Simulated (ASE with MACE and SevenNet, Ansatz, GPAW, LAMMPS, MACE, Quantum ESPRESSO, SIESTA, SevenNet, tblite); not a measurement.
# Running glassy 75SrO-25TiO2 (mol %) (63 atoms) with machine-learned potentials

How do the settings of machine-learned potentials change the result for glassy 75SrO-25TiO2 (mol %) (63 atoms)? A plane-wave run serves as the yardstick.

Calculated with ASE with MACE and SevenNet; the method is named at each step.

### 1. Starting point

The cell holds 63 atoms: 21 Sr, 7 Ti and 35 O. Its edges and angles: a = 9.996 Å, b = 9.996 Å, c = 9.996 Å, α = 90.0°, β = 90.0°, γ = 90.0°. 63 atoms (21 Sr, 7 Ti, 35 O) placed at random at 4.92 g/cm³, melted at 4000 K for 10 ps at fixed volume with the Morse and Coulomb pair potential with partial charges (Pedone, Malavasi, Menziani, Cormack and Segre, J. Phys. Chem. B 110, 11780 (2006)). Quenched from 4000 K to 300 K at 25 K/ps and fixed volume, held 10 ps at zero pressure.

The yardstick, on the same geometry:

```
method                                           : Kohn-Sham DFT, PBE, SSSP efficiency 1.3.0 pseudopotentials, plane waves (Quantum ESPRESSO 7.5); sssp-pbe-1.3.0-efficiency, cutoffs 60/480 Ry, Γ point
r.m.s. force component                           : 0.6472 eV/Å
longest force                                    : 1.942 eV/Å
pressure                                         : -0.6353 GPa
gap (highest filled to lowest empty level) : 2.438 eV
time                                             : 3.6 min on 4 MPI ranks of Arm Neoverse V1, shared host
CPU time                                         : 14 min
```

### 2. MACE MP-0b3 medium potential

Method: machine-learned interatomic potential MACE MP-0b3 medium, trained on PBE(+U) plane-wave data.

run.py reads:

```python
import numpy as np
from ase.io import read
import mlip  # loads the published weights by name

atoms = read("structure.xyz")
atoms.calc = mlip.calc("mace-mp-0b3-medium")
energy = atoms.get_potential_energy()
forces = atoms.get_forces()
print(f"energy {energy:.6f} eV")
print("forces (eV/A)")
for i, (a, f) in enumerate(zip(atoms, forces)):
    print(f"{i:4d} {a.symbol:2s} {f[0]:10.5f} {f[1]:10.5f} {f[2]:10.5f}")
stress = -atoms.get_stress(voigt=False) * 160.21766
print("stress (GPa, compression positive)")
for row in stress:
    print(" ".join(f"{x:10.4f}" for x in row))
```

structure.xyz reads:

```xyz
63
Lattice="9.99563 0.00000 0.00000 0.00000 9.99563 0.00000 0.00000 0.00000 9.99563" Properties=species:S:1:pos:R:3 pbc="T T T"
Sr 5.41923 9.80631 8.23360
Sr 3.13393 7.38677 2.96870
Sr 2.21233 8.85883 9.63029
Sr 0.95048 0.21441 6.28075
Sr 5.07498 7.02503 6.32563
Sr 9.43947 1.94345 0.85013
Sr 8.97188 9.31953 9.80741
Sr 6.19119 3.79744 0.07807
Sr 0.63912 3.15932 7.73902
Sr 4.33041 4.08272 6.76754
Sr 3.15782 2.04621 9.11621
Sr 2.74100 0.98017 2.41065
Sr 4.13549 0.39203 5.46011
Sr 6.05005 0.87192 1.81011
Sr 5.51899 6.77574 0.39553
Sr 1.72784 3.50567 4.27333
Sr 7.75441 1.58361 4.34970
Sr 8.48519 5.77398 8.64062
Sr 6.82801 7.93243 3.62671
Sr 1.81621 6.57093 7.94852
Sr 0.66131 6.92587 5.14855
Ti 9.88578 9.34062 3.19880
Ti 7.98771 8.67261 6.66139
Ti 2.30019 4.88127 0.84933
Ti 9.54263 5.72190 2.11817
Ti 5.30268 4.20996 3.28666
Ti 7.52731 2.14156 7.82138
Ti 8.10935 4.87437 5.41733
O 9.47256 7.42555 2.72831
O 6.21198 9.22627 5.88843
O 7.92234 5.83485 1.21527
O 2.87055 5.87633 5.74779
O 8.83884 9.12421 5.04040
O 8.49269 3.31985 8.85243
O 6.34533 4.60599 4.78511
O 2.92092 6.68108 0.45720
O 5.17274 6.05625 3.02978
O 8.02789 9.84640 2.42314
O 4.73283 9.32043 3.26787
O 1.50054 8.88002 4.08192
O 6.50356 3.10424 2.46252
O 3.36493 8.66711 7.37238
O 4.13229 4.21736 1.46416
O 0.92190 0.82574 8.75067
O 7.62167 6.69497 5.85614
O 4.12760 0.31066 0.27218
O 7.16227 8.17023 8.38853
O 5.79707 5.42963 8.27258
O 7.89745 3.20600 6.21848
O 8.99547 4.90346 3.76395
O 1.52113 5.45152 2.69202
O 9.73075 8.09866 7.49063
O 5.67682 2.17465 7.68254
O 8.22790 0.60993 7.12009
O 2.50620 2.15516 6.48536
O 0.76896 9.67337 1.59100
[... 3 atom lines left out ...]
O 9.71755 5.08888 6.45728
O 4.23685 2.81687 4.03544
O 1.59430 3.03797 1.39219
O 2.63995 4.38288 9.05484
```

The run is started by

```sh
$ OMP_NUM_THREADS=1 python run.py > output.txt
```

Output:

```text
energy -434.386970 eV
forces (eV/A)
   0 Sr    0.84410    0.06367    0.96848
   1 Sr    0.10266   -0.66334   -0.00899
   2 Sr    0.53382    1.31336    0.61252
   3 Sr   -0.71039   -0.57456    0.39000
   4 Sr    0.27874   -0.31043    0.29185
   5 Sr    0.99217    1.32088    0.88987
   6 Sr   -1.08935   -1.00297   -1.11575
   7 Sr    0.16565   -0.67349    0.29260
   8 Sr   -0.08074    0.70291   -0.01597
   9 Sr    0.28225   -0.70064   -0.71819
  10 Sr   -0.68715    0.40481   -0.04488
  11 Sr   -0.39772    0.16984   -0.14961
  12 Sr    0.27982    0.30386   -0.72634
  13 Sr   -1.18241   -0.43672   -0.82175
  14 Sr   -0.38904   -0.23867   -0.09811
  15 Sr   -0.00145    0.80563   -0.53318
  16 Sr    0.54233    0.01809    0.75238
  17 Sr   -0.51457    0.81865   -0.30412
  18 Sr    0.64947   -0.38123    0.08288
  19 Sr    0.70846   -1.34976   -0.23935
  20 Sr   -1.09998   -0.81959   -0.75634
  21 Ti   -0.26137    1.03411   -0.22870
  22 Ti    0.11726   -0.83020   -0.17585
  23 Ti    0.16634   -1.12732    1.31029
[...]
55 O     0.29260    0.01817   -1.17694
  56 O     0.64582   -0.16681   -1.62499
  57 O     0.27443    0.68558    0.36661
  58 O     0.39509   -0.23617    0.13073
  59 O     1.00407   -0.10708    0.99769
  60 O    -0.96426   -0.16807    0.34756
  61 O     0.14359   -0.55324   -0.30547
  62 O    -0.65759   -0.14779   -1.56472
stress (GPa, compression positive)
   -0.6675     1.1535    -0.4366
    1.1535     2.5685     0.5207
   -0.4366     0.5207     0.1913
```

It took 8.7 s on 1 thread of Arm Neoverse V1, shared host; peak memory 0.86 GiB.

Banners, paths, timers and routine set-up lines are dropped from the logs unmarked, and long logs keep their key lines alone; longer cuts are marked.

Compared with the plane-wave run:

| Item | Value |
| --- | --- |
| r.m.s. force component | 0.6359 eV/Å |
| r.m.s. difference of force components | 78.83 meV/Å |
| longest difference of force vectors | 401.5 meV/Å |
| force difference over r.m.s. force | 12.18 % |
| slope of forces against the reference's | 0.9754 |
| correlation of force components | 0.9926 |
| pressure | 0.6974 GPa |
| pressure difference | 1.333 GPa |

Length of the force difference by element (eV/Å):

```
element  atoms  mean  most
      O     35  0.11  0.22
     Sr     21  0.11  0.24
     Ti      7  0.20  0.40
```

A closer look about Ti22, one of the 7 Ti atoms: 14 atoms, nearest first, numbered in the order of the input, with positions taken from that point.

```
atom      x      y      z  distance (Å)  bonds     Fx     Fy  Fz (eV/Å)
Ti22   0.00   0.00   0.00          0.00      6  -0.26   1.03      -0.23
 O56   0.88   0.33  -1.61          1.86      5   0.29   0.02      -1.18
 O40   1.61  -0.46   0.88          1.89      5   1.00   0.38       0.67
 O58   0.22   1.88   0.55          1.97      6   0.27   0.69       0.37
 O29  -0.41  -1.92  -0.47          2.01      4   0.12   1.10       0.66
 O38  -1.86   0.51  -0.78          2.08      6   0.33  -0.06      -0.24
 O33  -1.05  -0.22   1.84          2.13      6   0.43  -0.43      -0.71
Sr21   0.77  -2.41   1.95          3.20      9  -1.10  -0.82      -0.76
Sr17  -2.13   2.24   1.15          3.30      7   0.54   0.02       0.75
 Sr4   1.06   0.87   3.08          3.37      8  -0.71  -0.57       0.39
Sr12   2.85   1.64  -0.79          3.38      7  -0.40   0.17      -0.15
Sr19  -3.06  -1.41   0.43          3.39      7   0.65  -0.38       0.08
 Sr7  -0.91  -0.02  -3.39          3.51      7  -1.09  -1.00      -1.12
 Sr6  -0.45   2.60  -2.35          3.53      7   0.99   1.32       0.89
```

Atoms are counted from 1 here, from 0 in the log.

Forces lie 12 % from the reference's, at 0.010 times its CPU time (on 1 against 4 cores).

### 3. SevenNet l3i5 potential

Method: machine-learned interatomic potential SevenNet l3i5, trained on PBE(+U) plane-wave data.

run.py: that of step 2 with these lines changed.

```diff
@@ -5,3 +5,3 @@
 atoms = read("structure.xyz")
-atoms.calc = mlip.calc("mace-mp-0b3-medium")
+atoms.calc = mlip.calc("7net-l3i5")
 energy = atoms.get_potential_energy()
```

structure.xyz is that of step 2.

Output:

```text
energy -434.346924 eV
forces (eV/A)
   0 Sr    0.91692   -0.00077    0.96639
   1 Sr    0.00189   -0.68761   -0.07423
   2 Sr    0.39114    1.23375    0.56806
   3 Sr   -0.82906   -0.59027    0.36274
   4 Sr    0.49067   -0.33097    0.30853
   5 Sr    0.95268    1.23206    0.98052
   6 Sr   -1.12907   -0.86182   -1.00337
   7 Sr    0.08694   -0.64665    0.32724
   8 Sr   -0.07140    0.68140    0.01087
   9 Sr    0.35003   -0.81993   -0.63198
  10 Sr   -0.76573    0.54752   -0.11681
  11 Sr   -0.42959    0.21549   -0.10421
  12 Sr    0.31678    0.35250   -0.79713
  13 Sr   -1.20116   -0.43194   -0.97566
  14 Sr   -0.43278   -0.30660   -0.09916
  15 Sr   -0.12290    0.74928   -0.67782
  16 Sr    0.64100    0.00103    0.82518
  17 Sr   -0.54133    0.87575   -0.32216
  18 Sr    0.75122   -0.40330    0.12242
  19 Sr    0.67871   -1.26798   -0.18125
  20 Sr   -1.13910   -0.75921   -0.79114
  21 Ti   -0.32587    1.09502   -0.30165
  22 Ti    0.20979   -0.85004   -0.23664
  23 Ti    0.24793   -1.28840    1.51137
[...]
55 O     0.35097    0.11257   -1.29213
  56 O     0.59701   -0.16849   -1.55015
  57 O     0.29712    0.74874    0.36828
  58 O     0.40894   -0.35299    0.13730
  59 O     1.16753   -0.17814    1.12239
  60 O    -1.03681   -0.26429    0.38070
  61 O     0.14148   -0.63978   -0.37698
  62 O    -0.71284   -0.18323   -1.80191
stress (GPa, compression positive)
   -1.4173     1.1697    -0.4485
    1.1697     1.8470     0.5462
   -0.4485     0.5462    -0.6577
```

It took 11 s on 1 thread; peak memory 1.1 GiB.

Against the reference:

* r.m.s. force component: 0.6619 eV/Å
* r.m.s. difference of force components: 69.08 meV/Å
* longest difference of force vectors: 283.7 meV/Å
* force difference over r.m.s. force: 10.67 %
* slope of forces against the reference's: 1.017
* correlation of force components: 0.9947
* pressure: -0.076 GPa
* pressure difference: 0.5593 GPa

Against the first run (12 %), the force difference from the reference is 11 %, at 1.3 times the CPU time.

### 4. MACE MPA-0 medium potential

Method: machine-learned interatomic potential MACE MPA-0 medium, trained on PBE(+U) plane-wave data.

run.py: that of step 3 with these lines changed.

```diff
@@ -5,3 +5,3 @@
 atoms = read("structure.xyz")
-atoms.calc = mlip.calc("7net-l3i5")
+atoms.calc = mlip.calc("mace-mpa-0-medium")
 energy = atoms.get_potential_energy()
```

structure.xyz is that of step 3.

Output:

```text
energy -433.972097 eV
forces (eV/A)
   0 Sr    0.87815    0.03018    1.03257
   1 Sr    0.00439   -0.78139   -0.03854
   2 Sr    0.43262    1.18619    0.42576
   3 Sr   -0.85692   -0.61132    0.36734
   4 Sr    0.40167   -0.44456    0.31368
   5 Sr    1.02270    1.24056    0.96503
   6 Sr   -1.12118   -0.71666   -1.02837
   7 Sr    0.13007   -0.60907    0.30835
   8 Sr   -0.10393    0.66370    0.01811
   9 Sr    0.38581   -0.70221   -0.63429
  10 Sr   -0.73662    0.46029   -0.07555
  11 Sr   -0.42637    0.07197   -0.14588
  12 Sr    0.25102    0.29864   -0.77743
  13 Sr   -1.10047   -0.54671   -0.85454
  14 Sr   -0.40941   -0.35502   -0.03242
  15 Sr   -0.09822    0.91865   -0.67452
  16 Sr    0.60073   -0.03603    0.78551
  17 Sr   -0.56750    0.94731   -0.29739
  18 Sr    0.74806   -0.40523    0.10447
  19 Sr    0.79152   -1.30887   -0.08933
  20 Sr   -1.22824   -0.71739   -0.81677
  21 Ti   -0.32433    1.02941   -0.34452
  22 Ti    0.18612   -0.75228   -0.23084
  23 Ti    0.14752   -1.15784    1.23366
[...]
55 O     0.31574    0.04781   -1.30171
  56 O     0.68705   -0.17838   -1.59264
  57 O     0.30902    0.73835    0.36790
  58 O     0.38548   -0.28740    0.01315
  59 O     1.11533   -0.15216    1.00753
  60 O    -1.05010   -0.25134    0.43252
  61 O     0.20011   -0.64865   -0.33283
  62 O    -0.69539   -0.19833   -1.68086
stress (GPa, compression positive)
   -0.9761     1.1978    -0.4261
    1.1978     2.2594     0.5735
   -0.4261     0.5735    -0.3970
```

Elapsed: 8.7 s, on 1 thread; peak memory 0.85 GiB.

Compared with the plane-wave run:

```yaml
r_m_s_force_component: 0.657 eV/Å
r_m_s_difference_of_force_components: 69.76 meV/Å
longest_difference_of_force_vectors: 212.7 meV/Å
force_difference_over_r_m_s_force: 10.78 %
slope_of_forces_against_the_reference_s: 1.01
correlation_of_force_components: 0.9944
pressure: 0.2954 GPa
pressure_difference: 0.9307 GPa
```

Against the first run (12 %), the force difference from the reference is 11 %, at 0.99 times the CPU time.

### 5. The ladder

Differences are against the plane-wave reference, forces as r.m.s. over components; share is that over the reference's r.m.s. force, slope the least-squares factor from reference forces to these. Total energies of different programs have different zeros and aren't compared.

```
                         run  Δ force, r.m.s. (meV/Å)  share (%)  slope  Δ pressure (GPa)  cores  CPU time  memory (GiB)
                   reference                        -          -      -                 -      4    14 min           3.1
MACE MP-0b3 medium potential                     78.8       12.2  0.975              1.33      1     8.7 s          0.86
     SevenNet l3i5 potential                     69.1       10.7  1.017             0.559      1      11 s           1.1
 MACE MPA-0 medium potential                     69.8       10.8  1.010             0.931      1     8.6 s          0.85
```

Times of the machine-learned potentials are mostly Python's start and the loading of weights.

CPU time is summed over cores on a shared host, where runs went side by side, so it is rough. Symmetry, cutoffs, thresholds, outputs and thread counts weren't matched or tuned between programs; memory under MPI is the largest rank's times the ranks.

### 6. Results

| Property | Result |
| --- | --- |
| nearest in forces | a tie at 11 % of 2 runs: SevenNet l3i5 potential; MACE MPA-0 medium potential |

What this shows: Machine-learned potentials differ by 11 % (SevenNet l3i5 potential) to 12 % (MACE MP-0b3 medium potential); they were trained on other programs' data. The reference's pressure holds the uncorrected Pulay stress of its 60 Ry basis, so small pressure differences, and their order, may be the reference's own error. Machine-learned potentials mimic data converged in k, so the reference's own k-point error enters their differences. The quench rate of 25 K/ps is many orders above laboratory rates, so the cell is likely richer in defects and strain than a real sample. The network of bonds at the start is that of the classical potential that made the cell, and needn't be the one that DFT or experiment would give. The reference's stress is far from hydrostatic: its diagonal is -2.0, 1.3, -1.2 GPa, compression counted positive. The electronic-structure runs sample only Γ, in a cell whose shortest periodic width is 10 Å.

[Also dropped from logs without a mark: logging warnings of Python, and SIESTA's first energy breakdown and zero terms.]

[Logs are printed without paths, hosts, clocks, repeated set-up lines and the standing remarks that a program may print on its own settings, such as how far it seeks lower states.]

[Hosts, paths, dates, database ids (printed as entryN), source tags and the programs' standing remarks are cut or masked in the printed files.]
